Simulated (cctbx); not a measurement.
**Lattice, Laue class and space group of a new crystal**

Cell: a = 4.2730 Å, b = 16.4030 Å, c = 4.0230 Å, α = 90.00°, β = 90.00°, γ = 90.00°. Expected content of the cell: Bi4 Sn4 Si4.

Simulated single-crystal data (cctbx): Mo Kα, λ = 0.71073 Å, to d = 0.8 Å, 70 % of the full sphere, strongest reflection 70000 counts, noise from counting, a 4 % proportional error and a noise floor of 15 counts (s.d.); no absorption.

Tests on the unmerged data give:

```text
1609 reflections to d = 0.800 A
centring   violations  <I/sigma> of those
    A        373 of   806     10.1
    B        372 of   791     10.2
    C          1 of   793     -0.1
    I        398 of   819     10.0
    R        524 of  1069     10.2
    F        373 of  1195      6.8
Laue class    unique    Rint  (classes that these axes allow; Friedel mates merged)
C 1 2/m 1         300   0.026
C 2/m 1 1         322   0.026
C m m m           193   0.028
space group    extra absences  I>4sigma  <I/sigma>
C 2 2 21                3          0       0.4  acentric
C 2 2 2                 0          0         -  acentric
C m m 2                 0          0         -  acentric
C m c 21               16          0       0.0  acentric
C 2 m m                 0          0         -  acentric
C m 2 m                 0          0         -  acentric
C 2 c m                16          0       0.0  acentric
C m c m                16          0       0.0  centric
C m m m                 0          0         -  centric
Wilson B = 0.43 A^2   <|E^2-1|> = 0.778 (0.968 centric, 0.736 acentric)   E^2>4: 2.1 %
shell (A)         n   <I/sigma>
 8.20 - 1.60     31     31.3
 1.60 - 1.27     28     37.0
 1.27 - 1.11     22     36.1
 1.11 - 1.01     21     38.8
 1.01 - 0.94     26     38.1
 0.94 - 0.88     23     40.4
 0.88 - 0.84     17     34.9
 0.84 - 0.80     25     38.1
```

**Question.** What are the lattice type, the Laue class and the likely space group?

The reflections that C centring forbids are absent (⟨I/σ⟩ near 0), so the lattice is C.

Rint stays low (0.026 to 0.028) up to C m m m, the highest class in these axes.

9 settings pass the absence test. The most absences obeyed, 16, belong to C m c 21, C 2 c m and C m c m, which absences can't tell apart.

⟨|E²−1|⟩ = 0.778 leans to a non-centrosymmetric structure. Here that hint misleads: the statistic assumes many like atoms on general positions, and few, heavy or special-position atoms break it. The Wilson B of 0.43 Å² means U ≈ 0.0054 Å².

The true group is Cmcm (no. 63), Laue class mmm, centrosymmetric. The tables only narrow the choice to the tied entries; cell content, site symmetry and trial solutions must settle it.

The model was made for the exercise: a known structure type with other elements put in, its volume estimated, not relaxed; displacement parameters are assumed.

[Logs are printed without paths, hosts, clocks, repeated set-up lines and the standing remarks that a program may print on its own settings, such as how far it seeks lower states.]
